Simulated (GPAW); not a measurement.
# W2CS2 MXene monolayer: work function by functional and basis

Aim: the work function of both faces of W2CS2 MXene monolayer, and its spread over functionals and bases.

Method: GPAW, PAW setups; layer in a repeated cell with vacuum, relaxation of atoms and in-plane cell, in the first sound run; inputs show where later runs differ, in GPAW 26.7.0.

### 1. The starting structure

The cell holds 5 atoms: 2 S, 2 W and 1 C. Its edges and angles: a = 3.125 Å, b = 3.125 Å, c = 19.950 Å, α = 90.0°, β = 90.0°, γ = 120.0°. Vacuum lies along c.

### 2. Relaxation

Forces are removed first; all later runs use this geometry.

Contents of run.py:

```python
import json
import numpy as np
from ase import Atoms
from ase.filters import FrechetCellFilter
from ase.optimize import BFGS
from gpaw import GPAW, PW

slab = Atoms(
    ['S', 'W', 'C', 'W', 'S'],
    positions=[
        [-0.00000, 1.80446, 7.00000],
        [1.56270, 0.90223, 8.74184],
        [0.00000, 0.00000, 9.97504],
        [-0.00000, 1.80446, 11.20825],
        [1.56270, 0.90223, 12.95008]],
    cell=[[3.12541, 0.0, 0.0], [-1.5627, 2.70668, 0.0], [0.0, 0.0, 19.9501]],
    pbc=[True, True, True])

slab.calc = GPAW(mode=PW(600), xc='PBE', kpts={'size': (12, 12, 1), 'gamma': True},
                 occupations={'name': 'fermi-dirac', 'width': 0.05}, nbands='160%',
                 convergence={'density': 1e-05}, maxiter=200,
                 symmetry={'tolerance': 1e-3}, txt='slab.txt')
result = {}
# The in-plane cell is free; stress needs a cell that repeats along all three vectors
path = []
opt = BFGS(FrechetCellFilter(slab, mask=[1, 1, 0, 0, 0, 1]), maxstep=0.2)
opt.attach(lambda: path.append((slab.get_potential_energy(), slab.positions.tolist(), slab.get_forces().tolist())))
result['relaxed'] = bool(opt.run(fmax=0.02, steps=45))
result['path'] = path
result['cell'] = slab.cell.tolist()
print('in-plane lattice', slab.cell.cellpar().round(4)[[0, 1, 5]])
energy = slab.get_potential_energy()
fermi = slab.calc.get_fermi_level()
v = slab.calc.get_electrostatic_potential().mean((0, 1)) - fermi
n = slab.calc.get_pseudo_density().mean((0, 1))
L = slab.cell[2, 2]
z = np.arange(len(v)) * L / len(v)
low, high = slab.positions[:, 2].min(), slab.positions[:, 2].max()
below, above = np.interp([low - 4.8, high + 4.8], z, v)
slopes = [np.interp(x, z, np.gradient(v, z)) for x in (low - 4.8, high + 4.8)]
eps = np.array([[slab.calc.get_eigenvalues(k, s) for k in range(len(slab.calc.get_ibz_k_points()))]
                for s in range(slab.calc.get_number_of_spins())]) - fermi
top, bottom = eps[eps < 0].max(), eps[eps > 0].min()
dipole = slab.get_dipole_moment()[2]
print(f'energy {energy:.4f} eV, Fermi level {fermi:.4f} eV, dipole {dipole:.5f} e A')
print(f'potential 4.8 A off the faces, from the Fermi level: lower {below:.4f} eV, upper {above:.4f} eV')
print(f'slope of the potential there: lower {slopes[0]:.5f}, upper {slopes[1]:.5f} eV/A')
print(f'nearest levels on the mesh: {top:.4f} and {bottom:.4f} eV')
print('magnetic moment', round(slab.get_magnetic_moment(), 3))
result.update(energy=energy, fermi=fermi, dipole=dipole, below=below, above=above, slopes=slopes, edges=[top, bottom],
              z=z.tolist(), v=v.tolist(), n=n.tolist(), positions=slab.positions.tolist(),
              forces=slab.get_forces(apply_constraint=False).tolist(), moments=slab.get_magnetic_moments().tolist())
json.dump(result, open('result.json', 'w'))
```

Run with:

```bash
> OMP_NUM_THREADS=1 OPENBLAS_NUM_THREADS=1 python run.py
```

What it wrote:

```text
Step          Energy          fmax
BFGS:    0      -41.539122        1.181211
BFGS:    1      -41.575601        0.971957
BFGS:    2      -41.657600        0.792668
BFGS:    3      -41.678805        0.881423
BFGS:    4      -41.860595        0.950588
BFGS:    5      -41.933533        0.749155
BFGS:    6      -41.998073        0.821332
BFGS:    7      -42.030269        0.780292
BFGS:    8      -42.055580        0.417035
BFGS:    9      -42.069518        0.230633
BFGS:   10      -42.076723        0.057660
BFGS:   11      -42.077165        0.019708
in-plane lattice [  3.2709   3.2709 120.    ]
energy -42.0687 eV, Fermi level 1.3050 eV, dipole -0.00017 e A
potential 4.8 A off the faces, from the Fermi level: lower 5.0824 eV, upper 5.0836 eV
slope of the potential there: lower -0.00028, upper -0.00019 eV/A
nearest levels on the mesh: -0.0930 and 0.0462 eV
magnetic moment 0.0
```

Elapsed: 8 min, on 1 thread of AMD EPYC 9R14 (Zen 4), shared host; peak memory 0.45 GiB.

Numbers from this step:

| Item | Value |
| --- | --- |
| dipole along the normal | -1.70e-4 e·Å |
| levels nearest the Fermi level on the mesh | -0.09298, 0.04618 eV from the Fermi level |

Electrostatic potential energy of an electron (without an applied field's), less the Fermi level, planar mean against z:

z (Å), electrostatic potential energy of an electron (without an applied field's), less the Fermi level, planar mean (eV) and a bar from the least value:
```
      0.0        5.1 ##############################
      0.5        5.1 ##############################
      1.0        5.1 ##############################
      1.5        5.1 ##############################
      2.0        5.1 ##############################
      2.5        5.1 ##############################
      3.0        5.1 ##############################
      3.5        5.1 ##############################
      4.0        5.1 ##############################
      4.5        5.1 ##############################
      5.0        5.0 ##############################
      5.5        4.9 ##############################
      6.0        4.3 #############################
      6.5        1.1 ##########################
      7.0      -10.8 #############
      7.5      -14.7 #########
      8.0       -6.0 ##################
      8.5      -15.3 #########
      9.0      -23.0 
      9.5      -13.2 ###########
     10.0      -14.4 #########
     10.5      -13.9 ##########
     11.0      -23.3 
     11.5      -13.8 ##########
     12.0       -6.1 ##################
     12.5      -16.0 ########
     13.0       -9.1 ###############
     13.5        1.7 ##########################
     14.0        4.4 #############################
     14.5        4.9 ##############################
     15.0        5.1 ##############################
     15.5        5.1 ##############################
     16.0        5.1 ##############################
     16.5        5.1 ##############################
     17.0        5.1 ##############################
     17.5        5.1 ##############################
     18.0        5.1 ##############################
     18.5        5.1 ##############################
     19.0        5.1 ##############################
     19.5        5.1 ##############################
```

Pseudo valence density, planar mean against z:

| z (Å) | pseudo valence density, planar mean (e/Å³) |
| --- | --- |
| 4.0 | 8.4e-5 |
| 4.5 | 3.9e-4 |
| 5.0 | 0.00187 |
| 5.5 | 0.00922 |
| 6.0 | 0.0459 |
| 6.5 | 0.195 |
| 7.0 | 0.394 |
| 7.5 | 0.452 |
| 8.0 | 0.455 |
| 8.5 | 0.793 |
| 9.0 | 1.40 |
| 9.5 | 0.728 |
| 10.0 | 0.644 |
| 10.5 | 0.767 |
| 11.0 | 1.42 |
| 11.5 | 0.715 |
| 12.0 | 0.457 |
| 12.5 | 0.435 |
| 13.0 | 0.387 |
| 13.5 | 0.173 |
| 14.0 | 0.0395 |
| 14.5 | 0.00792 |
| 15.0 | 0.00162 |
| 15.5 | 3.4e-4 |
| 16.0 | 7.3e-5 |

The relaxation lowered the energy of the cell by 0.542 eV (energies extrapolated to zero smearing; the optimiser's log prints free energies). The largest force left on a free atom is 0.020 eV/Å.

### 3. The slab's potential

The work function is the vacuum plateau of the electrostatic potential less the Fermi level; a dipole layer lets the two faces have plateaus of their own.

This step: GPAW, PAW setups; slab in vacuum (GPAW 26.7.0).

The cell differs from the one that the last finished run ended in (c 19.950 → 19.366 Å).

Edit run.py of step 2 so:

```diff
@@ -3,4 +3,2 @@
 from ase import Atoms
-from ase.filters import FrechetCellFilter
-from ase.optimize import BFGS
 from gpaw import GPAW, PW
@@ -10,23 +8,16 @@
     positions=[
-        [-0.00000, 1.80446, 7.00000],
-        [1.56270, 0.90223, 8.74184],
-        [0.00000, 0.00000, 9.97504],
-        [-0.00000, 1.80446, 11.20825],
-        [1.56270, 0.90223, 12.95008]],
-    cell=[[3.12541, 0.0, 0.0], [-1.5627, 2.70668, 0.0], [0.0, 0.0, 19.9501]],
-    pbc=[True, True, True])
+        [-0.00000, 1.88845, 7.00000],
+        [1.63544, 0.94422, 8.61686],
+        [-0.00000, -0.00000, 9.68318],
+        [-0.00000, 1.88845, 10.74951],
+        [1.63544, 0.94422, 12.36636]],
+    cell=[[3.27088, -0.0, 0.0], [-1.63544, 2.83266, 0.0], [0.0, 0.0, 19.3664]],
+    pbc=[True, True, False])
 
-slab.calc = GPAW(mode=PW(600), xc='PBE', kpts={'size': (12, 12, 1), 'gamma': True},
+slab.calc = GPAW(mode=PW(500), xc='PBE', kpts={'size': (12, 12, 1), 'gamma': True},
                  occupations={'name': 'fermi-dirac', 'width': 0.05}, nbands='160%',
                  convergence={'density': 1e-05}, maxiter=200,
+                 poissonsolver={'dipolelayer': 'xy'},
                  symmetry={'tolerance': 1e-3}, txt='slab.txt')
 result = {}
-# The in-plane cell is free; stress needs a cell that repeats along all three vectors
-path = []
-opt = BFGS(FrechetCellFilter(slab, mask=[1, 1, 0, 0, 0, 1]), maxstep=0.2)
-opt.attach(lambda: path.append((slab.get_potential_energy(), slab.positions.tolist(), slab.get_forces().tolist())))
-result['relaxed'] = bool(opt.run(fmax=0.02, steps=45))
-result['path'] = path
-result['cell'] = slab.cell.tolist()
-print('in-plane lattice', slab.cell.cellpar().round(4)[[0, 1, 5]])
 energy = slab.get_potential_energy()
```

What it wrote:

```text
energy -42.0532 eV, Fermi level 1.4970 eV, dipole -0.00050 e A
potential 4.8 A off the faces, from the Fermi level: lower 5.0783 eV, upper 5.0892 eV
slope of the potential there: lower -0.00002, upper 0.00002 eV/A
nearest levels on the mesh: -0.0929 and 0.0462 eV
magnetic moment 0.0
```

Wall time 41 s (1 thread); peak memory 0.26 GiB.

This step gave:

```
dipole along the normal                    : -4.98e-4 e·Å
levels nearest the Fermi level on the mesh : -0.09295, 0.04615 eV from the Fermi level
upper work function                        : 5.089 eV
lower work function                        : 5.078 eV
```

Table of electrostatic potential energy of an electron (without an applied field's), less the Fermi level, planar mean by z:

| z (Å) | electrostatic potential energy of an electron (without an applied field's), less the Fermi level, planar mean (eV) |
| --- | --- |
| 0.0 | 5.08 |
| 0.5 | 5.08 |
| 1.0 | 5.08 |
| 1.5 | 5.08 |
| 2.0 | 5.08 |
| 2.5 | 5.08 |
| 3.0 | 5.08 |
| 3.5 | 5.08 |
| 4.0 | 5.07 |
| 4.5 | 5.06 |
| 5.0 | 4.99 |
| 5.5 | 4.66 |
| 6.0 | 3.04 |
| 6.5 | -4.27 |
| 7.0 | -17.9 |
| 7.5 | -7.55 |
| 8.0 | -9.69 |
| 8.5 | -22.5 |
| 9.0 | -17.2 |
| 9.5 | -13.2 |
| 10.0 | -12.3 |
| 10.5 | -20.4 |
| 11.0 | -19.7 |
| 11.5 | -7.25 |
| 12.0 | -10.3 |
| 12.5 | -16.0 |
| 13.0 | -1.28 |
| 13.5 | 3.74 |
| 14.0 | 4.81 |
| 14.5 | 5.03 |
| 15.0 | 5.08 |
| 15.5 | 5.09 |
| 16.0 | 5.09 |
| 16.5 | 5.09 |
| 17.0 | 5.09 |
| 17.5 | 5.09 |
| 18.0 | 5.09 |
| 18.5 | 5.09 |
| 19.0 | 5.09 |

Table of pseudo valence density, planar mean by z:

| z (Å) | pseudo valence density, planar mean (e/Å³) |
| --- | --- |
| 0.00 | 0 |
| 0.58 | 0 |
| 0.97 | 0 |
| 1.55 | 0 |
| 2.13 | 0 |
| 2.52 | 1.8e-6 |
| 3.10 | 1.4e-5 |
| 3.68 | 7.6e-5 |
| 4.07 | 2.5e-4 |
| 4.65 | 0.00153 |
| 5.23 | 0.00973 |
| 5.62 | 0.0339 |
| 6.20 | 0.189 |
| 6.78 | 0.392 |
| 7.17 | 0.438 |
| 7.75 | 0.452 |
| 8.33 | 1.03 |
| 8.71 | 1.41 |
| 9.30 | 0.685 |
| 9.88 | 0.651 |
| 10.46 | 1.11 |
| 10.85 | 1.38 |
| 11.43 | 0.493 |
| 12.01 | 0.484 |
| 12.39 | 0.373 |
| 12.98 | 0.288 |
| 13.56 | 0.0625 |
| 13.94 | 0.0182 |
| 14.52 | 0.00282 |
| 15.11 | 4.6e-4 |
| 15.49 | 1.4e-4 |
| 16.07 | 2.3e-5 |
| 16.66 | 4.8e-6 |
| 17.04 | 2.0e-6 |
| 17.62 | 0 |
| 18.20 | 0 |
| 18.59 | 0 |
| 19.17 | 0 |

The potential is flat to 1.5e-5 eV/Å where it is read, so the vacuum is wide enough.

### 4. Self-consistent run: xc = "revPBE"

The same geometry under revPBE, to see how far the functional moves the levels against the vacuum.

Edit run.py of step 3 so:

```diff
@@ -16,3 +16,3 @@
 
-slab.calc = GPAW(mode=PW(500), xc='PBE', kpts={'size': (12, 12, 1), 'gamma': True},
+slab.calc = GPAW(mode=PW(500), xc='revPBE', kpts={'size': (12, 12, 1), 'gamma': True},
                  occupations={'name': 'fermi-dirac', 'width': 0.05}, nbands='160%',
```

What it wrote:

```text
energy -40.2012 eV, Fermi level 1.5842 eV, dipole -0.00050 e A
potential 4.8 A off the faces, from the Fermi level: lower 4.9787 eV, upper 4.9896 eV
slope of the potential there: lower -0.00002, upper 0.00002 eV/A
nearest levels on the mesh: -0.0934 and 0.0450 eV
magnetic moment 0.0
```

Run time: 41 s. Hardware: 1 thread; peak memory 0.26 GiB.

Numbers from this step:

```yaml
levels_nearest_the_fermi_level_on_the_mesh: -0.09340, 0.04502 eV from the Fermi level
upper_work_function: 4.990 eV
lower_work_function: 4.979 eV
```

Table of electrostatic potential energy of an electron (without an applied field's), less the Fermi level, planar mean by z:

| z (Å) | electrostatic potential energy of an electron (without an applied field's), less the Fermi level, planar mean (eV) |
| --- | --- |
| 0.0 | 4.98 |
| 0.5 | 4.98 |
| 1.0 | 4.98 |
| 1.5 | 4.98 |
| 2.0 | 4.98 |
| 2.5 | 4.98 |
| 3.0 | 4.98 |
| 3.5 | 4.98 |
| 4.0 | 4.97 |
| 4.5 | 4.96 |
| 5.0 | 4.89 |
| 5.5 | 4.57 |
| 6.0 | 2.96 |
| 6.5 | -4.33 |
| 7.0 | -17.9 |
| 7.5 | -7.62 |
| 8.0 | -9.76 |
| 8.5 | -22.6 |
| 9.0 | -17.3 |
| 9.5 | -13.2 |
| 10.0 | -12.4 |
| 10.5 | -20.4 |
| 11.0 | -19.8 |
| 11.5 | -7.32 |
| 12.0 | -10.3 |
| 12.5 | -16.0 |
| 13.0 | -1.35 |
| 13.5 | 3.66 |
| 14.0 | 4.72 |
| 14.5 | 4.93 |
| 15.0 | 4.98 |
| 15.5 | 4.99 |
| 16.0 | 4.99 |
| 16.5 | 4.99 |
| 17.0 | 4.99 |
| 17.5 | 4.99 |
| 18.0 | 4.99 |
| 18.5 | 4.99 |
| 19.0 | 4.99 |

Pseudo valence density, planar mean against z:

z (Å), pseudo valence density, planar mean (e/Å³) and a bar from the least value:
```
     0.00       0.00 
     0.58       0.00 
     0.97       0.00 
     1.55       0.00 
     2.13       0.00 
     2.52       0.00 
     3.10       0.00 
     3.68       0.00 
     4.07       0.00 
     4.65       0.00 
     5.23       0.01 
     5.62       0.03 #
     6.20       0.19 ####
     6.78       0.39 ########
     7.17       0.44 #########
     7.75       0.45 ##########
     8.33       1.03 ######################
     8.71       1.41 ##############################
     9.30       0.68 ###############
     9.88       0.65 ##############
    10.46       1.11 ########################
    10.85       1.38 #############################
    11.43       0.49 ###########
    12.01       0.48 ##########
    12.39       0.37 ########
    12.98       0.29 ######
    13.56       0.06 #
    13.94       0.02 
    14.52       0.00 
    15.11       0.00 
    15.49       0.00 
    16.07       0.00 
    16.66       0.00 
    17.04       0.00 
    17.62       0.00 
    18.20       0.00 
    18.59       0.00 
    19.17       0.00
```

Force by atom:

| atom | x (eV/Å) | y (eV/Å) | z (eV/Å) | size |
| --- | --- | --- | --- | --- |
| S1 | 0.000 | 0.000 | -0.141 | 0.141 |
| W2 | 0.000 | 0.000 | -0.060 | 0.060 |
| C3 | 0.000 | 0.000 | 0.000 | 0.000 |
| W4 | 0.000 | 0.000 | 0.060 | 0.060 |
| S5 | 0.000 | 0.000 | 0.141 | 0.141 |

The upper face's work function is 4.990 eV, against 5.089 eV in the first plane-wave PBE run at this geometry.

### 5. Self-consistent run: xc = "LDA"

The same geometry under LDA, to see how far the functional moves the levels against the vacuum.

Edit run.py of step 4 so:

```diff
@@ -16,3 +16,3 @@
 
-slab.calc = GPAW(mode=PW(500), xc='revPBE', kpts={'size': (12, 12, 1), 'gamma': True},
+slab.calc = GPAW(mode=PW(500), xc='LDA', kpts={'size': (12, 12, 1), 'gamma': True},
                  occupations={'name': 'fermi-dirac', 'width': 0.05}, nbands='160%',
```

What it wrote:

```text
energy -46.8151 eV, Fermi level 1.2218 eV, dipole -0.00050 e A
potential 4.8 A off the faces, from the Fermi level: lower 5.3342 eV, upper 5.3451 eV
slope of the potential there: lower -0.00001, upper 0.00001 eV/A
nearest levels on the mesh: -0.0793 and 0.0477 eV
magnetic moment 0.0
```

Wall time 41 s (1 thread); peak memory 0.26 GiB.

Numbers from this step:

```
dipole along the normal                    : -4.97e-4 e·Å
levels nearest the Fermi level on the mesh : -0.07925, 0.04774 eV from the Fermi level
upper work function                        : 5.345 eV
lower work function                        : 5.334 eV
```

The electrostatic potential energy of an electron (without an applied field's), less the Fermi level, planar mean oscillates, so the rows of the table below give means over windows of 1.74 Å about each position, cut where the curve ends. Its maxima inside the range that stand out by 2 % of the span (Å: eV): 7.6: -5.75, 9.4: -12.0, 10.0: -12.0, 11.7: -5.74. Its minima: 7.0: -17.7, 8.6: -23.1, 9.7: -14.1, 10.7: -23.1, 12.4: -17.7.

The electrostatic potential energy of an electron (without an applied field's), less the Fermi level, planar mean by z; means over each step:

z (Å), electrostatic potential energy of an electron (without an applied field's), less the Fermi level, planar mean (eV) and a bar from the least value:
```
     0.87        5.3 ##############################
     2.61        5.3 ##############################
     4.35        5.3 ##############################
     6.09       -0.8 #####################
     7.83      -13.3 ##
     9.57      -14.7 
    11.31      -13.8 #
    13.05       -3.6 #################
    14.79        5.3 ##############################
    16.53        5.3 ##############################
    18.27        5.3 ##############################
```

The upper face's work function is 5.345 eV, against 5.089 eV in the first plane-wave PBE run at this geometry.

### 6. OptPBE vdW: xc = "optPBE-vdW"

The same geometry under optPBE-vdW, to see how far the functional moves the levels against the vacuum (the van der Waals functionals take revPBE setups).

Edit run.py of step 5 so:

```diff
@@ -16,3 +16,3 @@
 
-slab.calc = GPAW(mode=PW(500), xc='LDA', kpts={'size': (12, 12, 1), 'gamma': True},
+slab.calc = GPAW(mode=PW(500), xc='optPBE-vdW', kpts={'size': (12, 12, 1), 'gamma': True},
                  occupations={'name': 'fermi-dirac', 'width': 0.05}, nbands='160%',
```

What it wrote:

```text
energy -87.9300 eV, Fermi level 1.3208 eV, dipole -0.00050 e A
potential 4.8 A off the faces, from the Fermi level: lower 5.3371 eV, upper 5.3481 eV
slope of the potential there: lower -0.00004, upper 0.00004 eV/A
nearest levels on the mesh: -0.0849 and 0.0425 eV
magnetic moment 0.0
```

Wall time 50 s (1 thread); peak memory 0.42 GiB.

Numbers from this step:

| Quantity | Value |
| --- | --- |
| levels nearest the Fermi level on the mesh | -0.08486, 0.04248 eV from the Fermi level |
| upper work function | 5.348 eV |
| lower work function | 5.337 eV |

The upper face's work function is 5.348 eV, against 5.089 eV in the first plane-wave PBE run at this geometry.

### 7. Self-consistent run: xc = "RPBE"

The same geometry under RPBE, to see how far the functional moves the levels against the vacuum.

Edit run.py of step 6 so:

```diff
@@ -16,3 +16,3 @@
 
-slab.calc = GPAW(mode=PW(500), xc='optPBE-vdW', kpts={'size': (12, 12, 1), 'gamma': True},
+slab.calc = GPAW(mode=PW(500), xc='RPBE', kpts={'size': (12, 12, 1), 'gamma': True},
                  occupations={'name': 'fermi-dirac', 'width': 0.05}, nbands='160%',
```

What it wrote:

```text
energy -39.8460 eV, Fermi level 1.5927 eV, dipole -0.00050 e A
potential 4.8 A off the faces, from the Fermi level: lower 4.9816 eV, upper 4.9925 eV
slope of the potential there: lower -0.00002, upper 0.00002 eV/A
nearest levels on the mesh: -0.0953 and 0.0452 eV
magnetic moment 0.0
```

It took 41 s on 1 thread; peak memory 0.26 GiB.

Numbers from this step:

```yaml
dipole_along_the_normal: -4.98e-4 e·Å
levels_nearest_the_fermi_level_on_the_mesh: -0.09531, 0.04522 eV from the Fermi level
upper_work_function: 4.992 eV
lower_work_function: 4.982 eV
```

The upper face's work function is 4.992 eV, against 5.089 eV in the first plane-wave PBE run at this geometry.

### 8. Self-consistent run: xc = "vdW-DF2"

The same geometry under vdW-DF2, to see how far the functional moves the levels against the vacuum (the van der Waals functionals take revPBE setups).

Edit run.py of step 7 so:

```diff
@@ -16,3 +16,3 @@
 
-slab.calc = GPAW(mode=PW(500), xc='RPBE', kpts={'size': (12, 12, 1), 'gamma': True},
+slab.calc = GPAW(mode=PW(500), xc='vdW-DF2', kpts={'size': (12, 12, 1), 'gamma': True},
                  occupations={'name': 'fermi-dirac', 'width': 0.05}, nbands='160%',
```

What it wrote:

```text
energy -400.4233 eV, Fermi level 1.2616 eV, dipole -0.00050 e A
potential 4.8 A off the faces, from the Fermi level: lower 5.5024 eV, upper 5.5133 eV
slope of the potential there: lower -0.00009, upper 0.00009 eV/A
nearest levels on the mesh: -0.0840 and 0.0382 eV
magnetic moment 0.0
```

It took 53 s on 1 thread; peak memory 0.42 GiB.

This step gave:

```yaml
dipole_along_the_normal: -4.97e-4 e·Å
levels_nearest_the_fermi_level_on_the_mesh: -0.08397, 0.03818 eV from the Fermi level
upper_work_function: 5.513 eV
lower_work_function: 5.502 eV
```

The upper face's work function is 5.513 eV, against 5.089 eV in the first plane-wave PBE run at this geometry.

(Continued in part 2 of 2.)

[Logs are printed without paths, hosts, clocks, repeated set-up lines and the standing remarks that a program may print on its own settings, such as how far it seeks lower states.]

[Hosts, paths, dates, database ids (printed as entryN), source tags and the programs' standing remarks are cut or masked in the printed files.]
